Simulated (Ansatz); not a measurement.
**Where H_i (bond centre, by Br) puts its levels in the gap of CsLiBr2 (P4/nmm)**

Wanted: the transition levels of a hydrogen interstitial in CsLiBr2 (P4/nmm), from a cell of 64 host atoms with 1 H put in.

Calculated with Ansatz 0.2.0; place-levels on PBEsol runs: charge-transition levels and formation energies with image-charge correction and potential alignment at the atomic sites.

**1. The structure**

The cell holds 65 atoms: 16 Cs, 16 Li, 32 Br and 1 H. Cell: a = 14.446 Å, b = 14.446 Å, c = 9.811 Å, α = 90.0°, β = 90.0°, γ = 90.0°. It derives from CsLiBr2 (space group P4/nmm). Nearest the centre at fractional (0.375, 0.375, 0.792): H65 at 0.00 Å, Li8 at 1.22 Å, Br10 at 1.25 Å, Br61 at 3.27 Å, Br47 at 3.27 Å, Br14 at 3.27 Å, Br32 at 3.27 Å, Cs20 at 3.72 Å.

Structure file:

```xyz
65
Lattice="10.2149 10.2149 0.0000 -10.2149 10.2149 0.0000 0.0000 0.0000 9.8111" Properties=species:S:1:pos:R:3 pbc="T T T"
Cs    0.0000    2.5537    2.9386
Cs    0.0000    7.6612    2.9386
Cs   -2.5537    5.1074    6.8725
Cs    2.5537    5.1074    6.8725
Li   -2.5537    5.1074    0.8230
Li    2.5537    5.1074    0.8230
Li    0.0000    2.5537    8.9881
Li    0.0000    7.6612    8.9881
Br    0.0000    2.5537    6.5129
Br    0.0000    7.6612    6.5129
Br   -2.5537    5.1074    3.2981
Br    2.5537    5.1074    3.2981
Br    0.0000    0.0000    0.0000
Br    0.0000    5.1074    0.0000
Br   -2.5537    2.5537    0.0000
Br    2.5537    2.5537    0.0000
Cs   -5.1074    7.6612    2.9386
Cs   -5.1074   12.7686    2.9386
Cs   -7.6612   10.2149    6.8725
Cs   -2.5537   10.2149    6.8725
Li   -7.6612   10.2149    0.8230
Li   -2.5537   10.2149    0.8230
Li   -5.1074    7.6612    8.9881
Li   -5.1074   12.7686    8.9881
Br   -5.1074    7.6612    6.5129
Br   -5.1074   12.7686    6.5129
Br   -7.6612   10.2149    3.2981
Br   -2.5537   10.2149    3.2981
Br   -5.1074    5.1074    0.0000
Br   -5.1074   10.2149    0.0000
Br   -7.6612    7.6612    0.0000
Br   -2.5537    7.6612    0.0000
Cs    5.1074    7.6612    2.9386
Cs    5.1074   12.7686    2.9386
Cs    2.5537   10.2149    6.8725
Cs    7.6612   10.2149    6.8725
Li    2.5537   10.2149    0.8230
Li    7.6612   10.2149    0.8230
Li    5.1074    7.6612    8.9881
Li    5.1074   12.7686    8.9881
Br    5.1074    7.6612    6.5129
Br    5.1074   12.7686    6.5129
Br    2.5537   10.2149    3.2981
Br    7.6612   10.2149    3.2981
Br    5.1074    5.1074    0.0000
Br    5.1074   10.2149    0.0000
Br    2.5537    7.6612    0.0000
Br    7.6612    7.6612    0.0000
Cs    0.0000   12.7686    2.9386
Cs    0.0000   17.8760    2.9386
Cs   -2.5537   15.3223    6.8725
Cs    2.5537   15.3223    6.8725
Li   -2.5537   15.3223    0.8230
Li    2.5537   15.3223    0.8230
Li    0.0000   12.7686    8.9881
Li    0.0000   17.8760    8.9881
Br    0.0000   12.7686    6.5129
Br    0.0000   17.8760    6.5129
Br   -2.5537   15.3223    3.2981
Br    2.5537   15.3223    3.2981
Br    0.0000   10.2149    0.0000
Br    0.0000   15.3223    0.0000
Br   -2.5537   12.7686    0.0000
Br    2.5537   12.7686    0.0000
H     0.0000    7.6612    7.7676
```

The host's dielectric constants go in as inputs: (3.04, 3.04, 2.93) for the electrons alone, (8.22, 8.22, 6.42) with the ions, from a response run on this crystal (DFPT, PBEsol) at that run's own cell.

The cell's shortest repeat is 9.8 Å.

**2. The runs of each charge state**

Levels follow from differences of total energies between charge states, each relaxed by itself.

Each atom starts 0.05 Å or so off its site in a random direction: a symmetric start keeps its symmetry, and would miss off-centre moves and Jahn–Teller distortions. Forces are taken at one point at (¼, ¼, ¼). The cell holds 1 electron more than the neutral one, with a uniform background that keeps it neutral on the whole.

The sampling was tested on the host first: at the k-points planned (1x1x1 shifted 0.25 0.25 0.25) its energy lies 0.000 eV an atom from the dense-mesh value, under the bound of 0.02 eV set for this test; that bounds the host's error, not the defect's.

One of the inputs; charge, spin and start change from state to state.

The input, qm1.relax/input.yaml:

```yaml
crystal:
  lattice:
    - [5.10743538, 5.10743538, 0.0]
    - [-5.10743538, 5.10743538, 0.0]
    - [0.0, 0.0, 9.81108215]
  atoms:
    - { symbol: Cs, position: [0.25, 0.25, 0.29951371] }
    - { symbol: Cs, position: [0.75, 0.75, 0.29951371] }
    - { symbol: Cs, position: [0.25, 0.75, 0.70048629] }
    - { symbol: Cs, position: [0.75, 0.25, 0.70048629] }
    - { symbol: Li, position: [0.25, 0.75, 0.08388538] }
    - { symbol: Li, position: [0.75, 0.25, 0.08388538] }
    - { symbol: Li, position: [0.25, 0.25, 0.91611462] }
    - { symbol: Li, position: [0.75, 0.75, 0.91611462] }
    - { symbol: Br, position: [0.25, 0.25, 0.66383431] }
    - { symbol: Br, position: [0.75, 0.75, 0.66383431] }
    - { symbol: Br, position: [0.25, 0.75, 0.33616569] }
    - { symbol: Br, position: [0.75, 0.25, 0.33616569] }
    - { symbol: Br, position: [0.0, 0.0, 0.0] }
    - { symbol: Br, position: [0.5, 0.5, 0.0] }
    - { symbol: Br, position: [0.0, 0.5, 0.0] }
    - { symbol: Br, position: [0.5, 0.0, 0.0] }
  supercell: [2, 2, 1]
  defects: [{ interstitial: { symbol: H, position: [0.375, 0.375, 0.791718] } }]
total_charge: -1
basis:
  ecutwfc: 420
  xc_grid: 2
hamiltonian:
  xc: pbesol
kpoints:
  mp_grid: { grid: [1, 1, 1], shift: [0.25, 0.25, 0.25] }
scf:
  occupations: { method: fixed }
  max_iter: 60
output:
  forces: true
  charged_corrections: { epsilon: [3.04, 3.04, 2.93], static_epsilon: [8.22, 8.22, 6.42] }
relax:
  f_tol: 0.02
  max_steps: 80
  random_displacement: { amplitude: 0.05, seed: 1646 }
checkpoint:
  write: "../qm1.relax.run"
  compress: false
  write_wavefunctions: true
  write_every: 100000
```

Launch:

```console
ansatz run input.yaml --threads 4 --pin off --max-ram 14131MiB --backend cpu --events-out ev --progress --plain --runs-dir out
```

Defect states can disperse in a cell of this size, so the energy is taken again at a 2×2×2 shifted mesh, on the relaxed structure.

The run of this state that the levels use, under PBEsol:

The input, qm1.point/input.yaml:

```yaml
crystal:
  checkpoint: "../qm1.relax.run"
  host: checkpoint
total_charge: -1
basis:
  ecutwfc: 420
  xc_grid: 2
hamiltonian:
  xc: pbesol
kpoints:
  mp_grid: { grid: [2, 2, 2], shift: [0.5, 0.5, 0.5] }
scf:
  occupations: { method: fermi_dirac, width: 0.01 }
  max_iter: 60
output:
  forces: true
  eigenvalues: true
  charged_corrections:
    epsilon: [3.04, 3.04, 2.93]
    static_epsilon: [8.22, 8.22, 6.42]
    defect_position: [0.375, 0.375, 0.791718]
  eigenstates: { localisation: true }
  populations: true
  band_densities: [{ bands: [v1, v1] }, { bands: [c1, c1] }]
  write_density: true
  write_potential: true
  volumetric_format: npy
checkpoint:
  read: "../qm1.relax.run"
  write: "../qm1.point.run"
  compress: false
  write_wavefunctions: false
  write_every: 100000
```

Launch:

```console
ansatz run input.yaml --threads 4 --pin off --max-ram 14131MiB --backend cpu --events-out ev --progress --plain --runs-dir out
```

Relaxations under PBEsol at one point at (¼, ¼, ¼); times on 4 threads of Intel Xeon Platinum 8375C at 2.90GHz (Ice Lake), shared host:

| charge | moment (μB) | occupations | outcome | steps | largest displacement against the far atoms (Å) | time |
| --- | --- | --- | --- | --- | --- | --- |
| −1 | 0 | fixed | converged | 27 | 2.56 | 5 min |
| 0 | 1 | fixed | converged | 20 | 1.70 | 8.1 min |
| +1 | 0 | fixed | converged | 16 | 1.47 | 3 min |

Single points under PBEsol at a 2×2×2 shifted mesh; times on 4 threads of Intel Xeon Platinum 8375C at 2.90GHz (Ice Lake), shared host:

| charge | moment (μB) | occupations | outcome | time |
| --- | --- | --- | --- | --- |
| −1 | 0 | fermi-dirac | converged | 1.7 min |
| 0 | 1 | fermi-dirac | converged | 3.4 min |
| +1 | 0 | fermi-dirac | converged | 99 s |

Distances (Å) from H65 to the nearest atoms after relaxation with PBEsol:

| charge | moment (μB) | 1. | 2. | 3. | 4. | 5. | 6. |
| --- | --- | --- | --- | --- | --- | --- | --- |
| −1 | 0 | Li 1.78 | Li 1.78 | Cs 2.83 | Cs 2.83 | Br 2.93 | Br 3.14 |
| 0 | 1 | Li 2.03 | Br 2.28 | Br 2.59 | Cs 2.89 | Cs 2.89 | Br 3.56 |
| +1 | 0 | Br 1.67 | Br 1.77 | Li 2.24 | Cs 3.25 | Cs 3.26 | Br 3.45 |

**3. place-levels, PBEsol**

A charged cell interacts with its images and the background, and its potential has another zero than the host's. place-levels removes the first by a point-charge model, screened by the static dielectric constant since the ions have relaxed around the charge, and the second by comparing potentials at atoms far from the defect.

The host is a run of the defect-free crystal in the same cutoffs, grids and k-points, so that basis and sampling errors cancel in part in the differences. Its band edges come from a run of the primitive cell that searches the zone for them. The host is run in a cell of 16 atoms on a matching mesh. Chemical potentials are energies per atom of H (H2 molecule), run with the same functional and cutoff.

The input, levels.point.yaml:

```yaml
host:
  run: host.point.run
  levels_from: { run: edges.point.run }
states: [qm1.point.run, q0_M1.point.run, qp1.point.run]
geometry_from:
  qm1.point.run: qm1.relax.run
  q0_M1.point.run: q0_M1.relax.run
  qp1.point.run: qp1.relax.run
  host.point.run: host.relax.run
chemical_potentials:
  H:
    energy: -15.609288
    dataset: "<sha256 of the dataset>"
epsilon: [3.04, 3.04, 2.93]
static_epsilon: [8.22, 8.22, 6.42]
vertical:
  - { from: qm1.point.run, to: qm1.point_neutral.run }
  - { from: qp1.point.run, to: qp1.point_neutral.run }
```

Launch:

```console
ansatz place-levels levels.point.yaml -- --threads 4 --pin off --max-ram 14131MiB
```

The runs that follow: the same at the relaxations' own k-points; what a wrong or other choice does.

Q: Predict the gap of the host and level (plus 1/minus 1).

Of the charges placed (−1, 0 and +1), the lowest changes at 2.22 eV (+1/−1) above the valence top, in a gap of 4.22 eV. (+1/−1) passes over charge 0, which lies 0.38 eV above the two there; a lower structure or spin state of it, if missed, would change that. Charges above +1 and below −1 were not placed, so these runs say nothing of levels that involve them.

| Property | Result |
| --- | --- |
| gap of the host | 4.22 eV (PBEsol) |
| level (plus 1/0) | 2.60 eV above the valence top, not a change between lowest states |
| level (0/minus 1) | 1.83 eV above the valence top, not a change between lowest states |
| level (plus 1/minus 1) | 2.22 eV above the valence top |
| lowest of the charges placed, just above the valence top (0.02 eV) | +1 |
| lowest of the charges placed, just below the conduction bottom (0.02 eV) | −1 |

States placed: +1 at 0 μB; 0 at 1 μB; −1 at 0 μB. Other spin states or structures, where not listed, weren't placed. At charge −1, 0 and +1 the atom put in ends up to 2.5 Å from its starting place, so the name tells the start alone and the levels can join different sites. H is taken at its element; compounds, which aren't counted here, bound the chemical potentials and would shift these formation energies. Going from one point at (¼, ¼, ¼) to a 2×2×2 shifted mesh moves the levels that carry no band-filling term by up to 0.00 eV and formation energies against the elements by up to 0.00 eV. Keep in mind: PBEsol makes the gap too small and tends to spread out bound carriers; spin–orbit coupling, which can matter with heavy atoms, is left out.

[Logs are printed without paths, hosts, clocks, repeated set-up lines and the standing remarks that a program may print on its own settings, such as how far it seeks lower states.]

[Hosts, paths, dates, database ids (printed as entryN), source tags and the programs' standing remarks are cut or masked in the printed files.]

[Where a table of states has a column of steps, it counts the stored structures, which are thinned; the runs took as many ionic steps or more.]

[A defect's name tells the site on which it was built; relaxed atoms can leave that site.]

[For some hosts the program warned that the k-mesh of the response run may be too coarse for force constants and the static dielectric constant; such warnings are not shown here.]
